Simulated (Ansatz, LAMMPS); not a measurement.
# Aqueous N(CH3)4+ and I-, 3.8 mol of salt per kg of water, from a frame at 360 K (123 atoms): geometry optimisation, part 2 of 3

Aim: bring aqueous N(CH3)4+ and I-, 3.8 mol of salt per kg of water, from a frame at 360 K (123 atoms) to a nearby minimum of the energy and see what moves.

Ansatz 0.2.0; Kohn-Sham DFT, PBE+D3(BJ), PAW (set soft_2), plane waves.

The cell: 8 C, 2 N, 82 H, 29 O and 2 I. The network of contacts between molecules at the start is that of the classical potential that made the cell. Sampling is at Γ alone, for a cell whose shortest periodic width is 11 Å. No spin–orbit coupling is included.

So far. Step 3 (Single point at the start): The r.m.s. force component of 0.65 eV/Å and the pressure of -0.99 GPa set the starting point.

### Step 4. Cell and atoms relaxed

The cell is relaxed with the atoms, since the starting lattice needn't suit this functional.

The input, input.yaml:

```yaml
crystal:
  lattice:
    - [10.87401, 0.0, 0.0]
    - [0.0, 10.87401, 0.0]
    - [0.0, 0.0, 10.87401]
  atoms:
    [... the 123 atom lines of step 3 ...]
kpoints:
  mp_grid: { grid: [1, 1, 1] }
hamiltonian:
  xc: pbe
  dispersion: d3bj
scf:
  occupations: { method: fixed }
output:
  forces: true
relax:
  f_tol: 0.05
  max_steps: 200
  cell: {}
```

Run with:

```console
$ ansatz run input.yaml --threads 4 --pin off --max-ram 8192MiB --backend cpu --events-out ev --progress --plain --runs-dir out
```

Numbers of over 12 decimals in the logs are rounded to 6 here.

Output:

```text
[...]
Crystal: 123 atoms, lattice volume = 1285.787 Å³
Basis set: ecut = 420 eV, 25269 PW (Γ), exchange–correlation on 150×150×150 points (8 copies of the dense FFT grid, shifted against one another)
Bands: 289, of which v1, the nominal top of the filled ones, is band 166 counted from 1 (165 counted from 0)
Symmetry: 1 space group operations
[...]
k-points: 1
[...]
SCF iter   1: F=—  HF=-35578.944923 eV  |F-HF|=—  |Δ(HF+E_count)|=         —  Δρ=4.09e-3  dr2=2.63e-1  ethr=1.77e-3  ⟨swp⟩=6.0  Hψ=929  notcnv=0  defer=121
[...]
SCF iter   3: F=—  HF=-35578.837728 eV  |F-HF|=—  |Δ(HF+E_count)|=   1.65e-2  Δρ=7.26e-4  dr2=1.08e-2  ethr=1.31e-5  ⟨swp⟩=3.0  Hψ=333  notcnv=0  defer=46
automatic band count: iteration 3 solves 214 bands in place of 289: the levels show a gap, and the empty bands left out lie too high to hold charge; the band table lists the bands solved (type scf.n_extra_bands for more)
SCF iter   4: F=—  HF=-35578.835669 eV  |F-HF|=—  |Δ(HF+E_count)|=   2.06e-3  Δρ=2.61e-4  dr2=1.02e-3  ethr=3.25e-6  ⟨swp⟩=3.0  Hψ=333  notcnv=0  defer=46
[...]
SCF iter   9: F=-35578.834265 eV  HF=-35578.834265 eV  |F-HF|=1.42e-9  |Δ(HF+E_count)|=   3.21e-8  Δρ=1.71e-6  dr2=2.96e-8  ethr=3.01e-11  ⟨swp⟩=5.0  Hψ=766  notcnv=0
SCF 1 converged in 9 iterations: F = -35578.834265 eV  dr2 = 2.96e-8
[...]
relax step   1: F+E_penalty+E_count = -35578.83426493 eV  Δ(F+E_penalty+E_count) = +0.000e0 eV  max|allowed force component| = 2.789e0 eV/Å  Δτ_max = 0.0000 Å  P = -0.989 GPa  Ω = 1285.787 Å³  (9 SCF iters, dr2 threshold 1.00e-7 eV, accepted)
[... from here on, the SCF cycles and remarks between the steps are left out ...]
relax step   2: F+E_penalty+E_count = -35582.38912474 eV  Δ(F+E_penalty+E_count) = -3.555e0 eV  max|allowed force component| = 1.952e0 eV/Å  Δτ_max = 0.1949 Å  P = -1.136 GPa  Ω = 1289.998 Å³  energy of the carried Pulay correction = -1.309e-2 eV  (8 SCF iters, dr2 threshold 1.23e-5 eV, accepted)
relax step   3: F+E_penalty+E_count = -35583.61450412 eV  Δ(F+E_penalty+E_count) = -1.225e0 eV  max|allowed force component| = 1.388e0 eV/Å  Δτ_max = 0.1947 Å  P = -0.625 GPa  Ω = 1279.063 Å³  energy of the carried Pulay correction = +2.099e-2 eV  (7 SCF iters, dr2 threshold 1.23e-5 eV, accepted)
relax step   4: F+E_penalty+E_count = -35584.26825940 eV  Δ(F+E_penalty+E_count) = -6.538e-1 eV  max|allowed force component| = 8.225e-1 eV/Å  Δτ_max = 0.1926 Å  P = -0.225 GPa  Ω = 1264.508 Å³  energy of the carried Pulay correction = +6.681e-2 eV  (7 SCF iters, dr2 threshold 1.23e-5 eV, accepted)
relax step   5: F+E_penalty+E_count = -35584.51840862 eV  Δ(F+E_penalty+E_count) = -2.501e-1 eV  max|allowed force component| = 5.413e-1 eV/Å  Δτ_max = 0.2000 Å  P = -0.154 GPa  Ω = 1263.188 Å³  energy of the carried Pulay correction = +7.099e-2 eV  (6 SCF iters, dr2 threshold 1.23e-5 eV, accepted)
relax step   6: F+E_penalty+E_count = -35584.72316250 eV  Δ(F+E_penalty+E_count) = -2.048e-1 eV  max|allowed force component| = 2.977e-1 eV/Å  Δτ_max = 0.1952 Å  P = -0.035 GPa  Ω = 1262.680 Å³  energy of the carried Pulay correction = +7.260e-2 eV  (6 SCF iters, dr2 threshold 1.23e-5 eV, accepted)
relax step   7: F+E_penalty+E_count = -35584.89556643 eV  Δ(F+E_penalty+E_count) = -1.724e-1 eV  max|allowed force component| = 1.873e-1 eV/Å  Δτ_max = 0.2000 Å  P = -0.026 GPa  Ω = 1260.375 Å³  energy of the carried Pulay correction = +7.992e-2 eV  (7 SCF iters, dr2 threshold 5.54e-6 eV, accepted)
relax step   8: F+E_penalty+E_count = -35584.99183048 eV  Δ(F+E_penalty+E_count) = -9.626e-2 eV  max|allowed force component| = 1.677e0 eV/Å  Δτ_max = 0.1925 Å  P = -0.180 GPa  Ω = 1259.710 Å³  energy of the carried Pulay correction = +8.203e-2 eV  (8 SCF iters, dr2 threshold 2.19e-6 eV, accepted)
relax step   9: F+E_penalty+E_count = -35585.13922233 eV  Δ(F+E_penalty+E_count) = -1.474e-1 eV  max|allowed force component| = 2.727e-1 eV/Å  Δτ_max = 0.2000 Å  P = -0.083 GPa  Ω = 1261.647 Å³  energy of the carried Pulay correction = +7.588e-2 eV  (7 SCF iters, dr2 threshold 1.23e-5 eV, accepted)
relax step  10: F+E_penalty+E_count = -35585.24024133 eV  Δ(F+E_penalty+E_count) = -1.010e-1 eV  max|allowed force component| = 5.033e-1 eV/Å  Δτ_max = 0.1953 Å  P = -0.331 GPa  Ω = 1261.211 Å³  energy of the carried Pulay correction = +7.726e-2 eV  (8 SCF iters, dr2 threshold 4.65e-6 eV, accepted)
relax step  11: F+E_penalty+E_count = -35585.29865866 eV  Δ(F+E_penalty+E_count) = -5.842e-2 eV  max|allowed force component| = 1.311e0 eV/Å  Δτ_max = 0.1949 Å  P = -0.170 GPa  Ω = 1260.768 Å³  energy of the carried Pulay correction = +7.867e-2 eV  (7 SCF iters, dr2 threshold 1.23e-5 eV, accepted)
relax step  12: F+E_penalty+E_count = -35585.40962490 eV  Δ(F+E_penalty+E_count) = -1.110e-1 eV  max|allowed force component| = 4.804e-1 eV/Å  Δτ_max = 0.1936 Å  P = -0.146 GPa  Ω = 1258.307 Å³  energy of the carried Pulay correction = +8.649e-2 eV  (7 SCF iters, dr2 threshold 1.23e-5 eV, accepted)
[...]
relax step  37: F+E_penalty+E_count = -35585.81594086 eV  Δ(F+E_penalty+E_count) = -4.737e-2 eV  max|allowed force component| = 8.235e-1 eV/Å  Δτ_max = 0.1993 Å  P = -0.058 GPa  Ω = 1249.776 Å³  energy of the carried Pulay correction = +1.137e-1 eV  (6 SCF iters, dr2 threshold 1.11e-5 eV, accepted)
relax step  38: F+E_penalty+E_count = -35585.76303972 eV  Δ(F+E_penalty+E_count) = +5.290e-2 eV  max|allowed force component| = 8.294e-1 eV/Å  Δτ_max = 0.1960 Å  P = +0.402 GPa  Ω = 1248.052 Å³  energy of the carried Pulay correction = +1.193e-1 eV  (7 SCF iters, dr2 threshold 1.23e-5 eV, rejected (line search))
relax step  39: F+E_penalty+E_count = -35585.86895587 eV  Δ(F+E_penalty+E_count) = -5.302e-2 eV  max|allowed force component| = 4.216e-1 eV/Å  Δτ_max = 0.0980 Å  P = -0.025 GPa  Ω = 1249.118 Å³  energy of the carried Pulay correction = +1.158e-1 eV  (11 SCF iters, accepted)
relax step  40: F+E_penalty+E_count = -35585.90477641 eV  Δ(F+E_penalty+E_count) = -3.582e-2 eV  max|allowed force component| = 9.655e-2 eV/Å  Δτ_max = 0.1000 Å  P = +0.020 GPa  Ω = 1246.679 Å³  energy of the carried Pulay correction = +1.237e-1 eV  (6 SCF iters, dr2 threshold 1.11e-5 eV, accepted)
relax step  41: F+E_penalty+E_count = -35585.87284501 eV  Δ(F+E_penalty+E_count) = +3.193e-2 eV  max|allowed force component| = 9.983e-2 eV/Å  Δτ_max = 0.1340 Å  P = -0.033 GPa  Ω = 1251.828 Å³  energy of the carried Pulay correction = +1.072e-1 eV  (8 SCF iters, dr2 threshold 5.83e-7 eV, rejected (line search))
relax step  42: F+E_penalty+E_count = -35585.90727332 eV  Δ(F+E_penalty+E_count) = -2.497e-3 eV  max|allowed force component| = 3.724e-2 eV/Å  Δτ_max = 0.0641 Å  P = -0.008 GPa  Ω = 1249.277 Å³  energy of the carried Pulay correction = +1.153e-1 eV  (11 SCF iters, accepted)
relax step  43: F+E_penalty+E_count = -35585.80600947 eV  Δ(F+E_penalty+E_count) = +1.013e-1 eV  max|allowed force component| = 3.918e-2 eV/Å  Δτ_max = 0.0000 Å  P = -0.091 GPa  Ω = 1249.277 Å³  stress off target by 2.04e-1 GPa  SCF on the basis re-selected at this cell (its energy is not comparable with the rows above)  (7 SCF iters)
relax step  44: F+E_penalty+E_count = -35585.84597275 eV  Δ(F+E_penalty+E_count) = -3.996e-2 eV  max|allowed force component| = 4.291e-2 eV/Å  Δτ_max = 0.0477 Å  P = +0.008 GPa  Ω = 1240.819 Å³  energy of the carried Pulay correction = +2.783e-2 eV  (8 SCF iters, dr2 threshold 1.04e-7 eV, accepted)
relax step  45: F+E_penalty+E_count = -35585.86082150 eV  Δ(F+E_penalty+E_count) = -1.485e-2 eV  max|allowed force component| = 3.879e-2 eV/Å  Δτ_max = 0.0346 Å  P = -0.014 GPa  Ω = 1237.455 Å³  energy of the carried Pulay correction = +3.848e-2 eV  (9 SCF iters, dr2 threshold 6.41e-9 eV, accepted)
relax step  46: F+E_penalty+E_count = -35585.85786834 eV  Δ(F+E_penalty+E_count) = +2.953e-3 eV  max|allowed force component| = 3.605e-2 eV/Å  Δτ_max = 0.0360 Å  P = -0.005 GPa  Ω = 1238.663 Å³  energy of the carried Pulay correction = +3.427e-2 eV  (9 SCF iters, accepted)
relax step  47: F+E_penalty+E_count = -35585.83479700 eV  Δ(F+E_penalty+E_count) = +2.307e-2 eV  max|allowed force component| = 3.534e-2 eV/Å  Δτ_max = 0.0000 Å  P = -0.024 GPa  Ω = 1238.663 Å³  stress off target by 7.46e-2 GPa  SCF on the basis re-selected at this cell (its energy is not comparable with the rows above)  (6 SCF iters)
relax step  48: F+E_penalty+E_count = -35585.84301581 eV  Δ(F+E_penalty+E_count) = -8.219e-3 eV  max|allowed force component| = 3.113e-2 eV/Å  Δτ_max = 0.0273 Å  P = +0.005 GPa  Ω = 1236.852 Å³  energy of the carried Pulay correction = +5.732e-3 eV  (8 SCF iters, dr2 threshold 1.39e-8 eV, accepted)
relax step  49: F+E_penalty+E_count = -35585.83824808 eV  Δ(F+E_penalty+E_count) = +4.768e-3 eV  max|allowed force component| = 3.099e-2 eV/Å  Δτ_max = 0.0000 Å  P = +0.003 GPa  Ω = 1236.852 Å³  stress off target by 2.38e-2 GPa  SCF on the basis re-selected at this cell (its energy is not comparable with the rows above)  (5 SCF iters)
[...]
SCF converged after 5 iterations
Free energy (F): -35585.838248 eV
[...]
Internal energy: -35585.838248 eV  (E = F + TS)
E sigma→0 (E₀):  -35585.838248 eV
Fermi energy:    -1.002762 eV
[...]
--- Forces (eV/Å), atoms counted from 1 ---
  atom   1  C     -0.00105894     0.00101454     0.00844539
  atom   2  N      0.00193896     0.00436614     0.00236356
  atom   3  C     -0.00291756    -0.00427301    -0.00090808
  atom   4  C     -0.00474918    -0.00137776     0.00145481
  atom   5  C      0.00113310    -0.00161126     0.00088473
  atom   6  H      0.00358874    -0.00018808    -0.00430218
  atom   7  H     -0.00016040    -0.00157663     0.00076143
  atom   8  H      0.00022748    -0.00070461    -0.00112964
  atom   9  H     -0.00009326     0.00054755     0.00236040
  atom  10  H     -0.00111691    -0.00012128    -0.00100495
  atom  11  H     -0.00073228     0.00007584    -0.00379691
  atom  12  H      0.00118059     0.00073831    -0.00255996
  atom  13  H     -0.00122382    -0.00026302    -0.00154079
  atom  14  H      0.00023303     0.00190859    -0.00122476
[...]
atom 122  I      0.00301421    -0.00863928    -0.00764148
  atom 123  I     -0.00594029     0.00529380     0.00405763
  max |Σ_I F_I| component: 1.23e-5 eV/Å
--- Stress (GPa, compression-positive) ---
        0.014348       0.004960      -0.013089
        0.004960       0.009107      -0.008335
       -0.013089      -0.008334      -0.013416
  P = ⅓ Tr σ = 0.0033 GPa (0.033 kbar)
--- Relaxed structure (46 steps of the walk, 43 accepted, 3 SCFs on fresh bases) ---
  F+E_penalty+E_count = -35585.83824808 eV   max|allowed force component| = 3.099e-2 eV/Å   (the final SCF, on the basis selected at the relaxed cell)
  cell:  # Å, volume = 1236.8520 Å³
    - [11.024418, 0.085722, -0.206677]
    - [0.085722, 10.714299, -0.237963]
    - [-0.206677, -0.237963, 10.480984]
  atoms:
    - { symbol: C, position: [1.003629, 0.763145, 0.216701] }
    - { symbol: N, position: [0.878460, 0.819715, 0.221242] }
    - { symbol: C, position: [0.791947, 0.736327, 0.145696] }
    - { symbol: C, position: [0.877606, 0.945391, 0.164182] }
[...]
- { symbol: I, position: [0.668244, 0.975761, 0.653731] }
```

The job ended after 6.2 min (4 threads of Arm Neoverse V1, shared host; peak memory 1.3 GiB).

The steps of the relaxation (22 of 49):

```tsv
step	energy less that of the first step (eV)	largest force component (eV/Å)	pressure (GPa)	volume (Å³)
1	0.0000	2.7893	-0.99	1285.79
3	-4.7802	1.3880	-0.63	1279.06
6	-5.8889	0.2977	-0.03	1262.68
8	-6.1576	1.6774	-0.18	1259.71
10	-6.4060	0.5033	-0.33	1261.21
12	-6.5754	0.4804	-0.15	1258.31
15	-6.6518	0.8425	0.08	1259.06
17	-6.7312	0.0608	-0.02	1258.71
19	-6.7697	0.2108	-0.16	1258.33
22	-6.8066	0.0970	0.02	1256.21
24	-6.8252	0.1377	-0.11	1255.80
26	-6.8363	0.0822	-0.05	1256.23
28	-6.8457	0.0774	-0.01	1255.83
31	-6.8557	0.0346	-0.03	1255.90
33	-6.8628	0.0809	0.01	1254.93
35	-6.9046	0.1564	0.06	1251.30
38	-6.9288	0.8294	0.40	1248.05
40	-7.0705	0.0965	0.02	1246.68
42	-7.0730	0.0372	-0.01	1249.28
44	-7.0117	0.0429	0.01	1240.82
47*	-7.0005	0.0353	-0.02	1238.66
49*	-7.0040	0.0310	0.00	1236.85
```

Relaxation steps marked * repeat the geometry before them on a plane-wave basis chosen anew for their cell, so energy and pressure can jump there. Other such steps can lie between the rows shown. Relaxation steps 15, 38, 41 were tried and not accepted.

```tsv
cell as run	before	after	change
a (Å)	10.874	11.027	+1.4 %
b (Å)	10.874	10.717	-1.4 %
c (Å)	10.874	10.486	-3.6 %
α (°)	90.00	92.58	+2.9 %
β (°)	90.00	92.21	+2.5 %
γ (°)	90.00	89.07	-1.0 %
volume (Å³/atom)	10.45	10.06	-3.8 %
```

The atoms that moved most (Å, as changes of fractional coordinates times the final cell):

```tsv
atom	dx	dy	dz	length
H28	1.993	-0.925	-0.315	2.220
H26	0.906	-1.698	-0.369	1.960
H27	1.092	-1.579	-0.385	1.958
H30	1.496	0.821	-0.078	1.708
H75	-1.553	-0.641	0.146	1.686
C20	1.145	-1.163	-0.223	1.647
H32	-1.102	-1.081	-0.277	1.568
H112	0.469	-1.366	-0.393	1.496
```

The relaxation changed the energy by -56.9 meV/atom, and atoms moved by 0.94 Å r.m.s., 2.2 Å at most.

### Step 5. Structure statistics after relaxation

Bonds before and after, by the cutoffs listed below:

```tsv
pair	bonds before	bonds after	mean before (Å)	mean after (Å)	spread before (Å)	spread after (Å)
H-O	58	58	1.000	0.992	0.000	0.009
H-C	24	24	1.093	1.093	0.029	0.001
C-N	8	8	1.477	1.498	0.036	0.001
```

Density 1.24 g/cm³, 10.06 Å³ an atom.

g(r), total and by pair (bins of 0.2 Å):

```tsv
r (Å)	total	H-H	H-O	H-C	H-I	H-N	O-O
0.90	3.15	0.00	10.00	0.00	0.00	0.00	0.00
1.10	2.10	0.00	2.37	15.60	0.00	0.00	0.00
1.30	0.00	0.00	0.00	0.00	0.00	0.00	0.00
1.50	0.87	1.43	0.00	0.00	0.00	0.00	0.00
1.70	1.20	1.02	2.38	0.00	0.00	0.00	0.00
1.90	0.38	0.35	0.72	0.00	0.00	0.00	0.00
2.10	0.88	1.13	0.10	0.00	0.00	15.95	0.00
2.30	0.63	1.30	0.16	0.00	0.00	0.00	0.00
2.50	0.76	1.15	0.16	0.00	2.83	0.00	0.00
2.70	1.17	0.63	0.29	5.07	1.24	0.00	6.05
2.90	0.73	0.93	0.74	0.00	0.36	0.00	1.30
3.10	1.17	0.97	2.16	0.39	0.30	0.00	0.13
3.30	1.08	0.81	1.48	2.07	0.54	0.00	0.21
3.50	1.13	0.90	1.47	1.09	0.51	0.00	0.57
3.70	1.29	1.67	1.16	0.54	1.29	0.00	1.27
3.90	0.98	1.06	0.79	0.99	1.56	0.00	1.62
4.10	0.91	0.90	0.91	0.76	1.09	0.70	1.47
4.30	1.01	1.04	0.95	0.73	1.46	1.78	1.59
4.50	1.00	1.03	0.92	0.82	0.75	2.67	1.09
4.70	0.93	0.88	1.12	0.61	0.54	0.82	0.90
4.90	0.92	0.91	1.01	0.50	1.01	0.88	0.93
5.10	0.90	0.86	0.98	0.86	1.14	1.03	0.72
```

Bonds by pair of elements; cutoffs follow the first minimum of g(r), held within bounds set by covalent radii, and pairs that aren't listed don't count as bonded:

```tsv
pair A-B	cutoff (Å)	bonds	mean length (Å)	spread (Å)	shortest (Å)	B about A	A about B
H-O	1.21	58	0.992	0.009	0.97	0.707	2
H-C	1.34	24	1.09	0.001	1.09	0.293	3
C-N	1.79	8	1.50	0.001	1.50	1	4
```

How many atoms have how many bonded neighbours:

```tsv
element	mean	0	1	2	4
C	4	0	0	0	8
H	1	0	82	0	0
I	0	2	0	0	0
N	4	0	0	0	2
O	2	0	0	29	0
```

Bond angles, per cent of each kind in bins of 5°:

```tsv
angle (°)	H-O-H	H-C-H	H-C-N	C-N-C
100–105	48.3	0.0	0.0	0.0
105–110	51.7	29.2	100.0	91.7
110–115	0.0	70.8	0.0	8.3
```

Bond angles (no mean is given where the spread exceeds 20°):

```tsv
angle	count	mean (°)	spread (°)
H-O-H	29	105	1.9
H-C-H	24	110	0.6
H-C-N	24	108	0.4
C-N-C	12	110	0.4
```

Hydrogen bonds between water molecules (O–O under 3.5 Å, H–O···O angle under 30°):

```tsv
hydrogen bonds to other water	molecules
0	0
1	0
2	5
3	11
4	12
5	1
```

First shells of the ions:

```tsv
ion	count	shell	mean number
I	2	H within 3.3 A	5.5
```

By these cutoffs all C atoms have 4, all H atoms have 1 and all N atoms have 4 bonded neighbours. The H-O-H angle averages 105° with a spread of 1.9°. The 29 water molecules hold 3.31 hydrogen bonds each to other water on average, with a mean O–O distance of 2.75 Å. Ion shells in this frame: I 5.5 (H within 3.3 Å).

[end of part 2 of 3]

[Logs are printed without paths, hosts, clocks, repeated set-up lines and the standing remarks that a program may print on its own settings, such as how far it seeks lower states.]

[Hosts, paths, dates, database ids (printed as entryN), source tags and the programs' standing remarks are cut or masked in the printed files.]
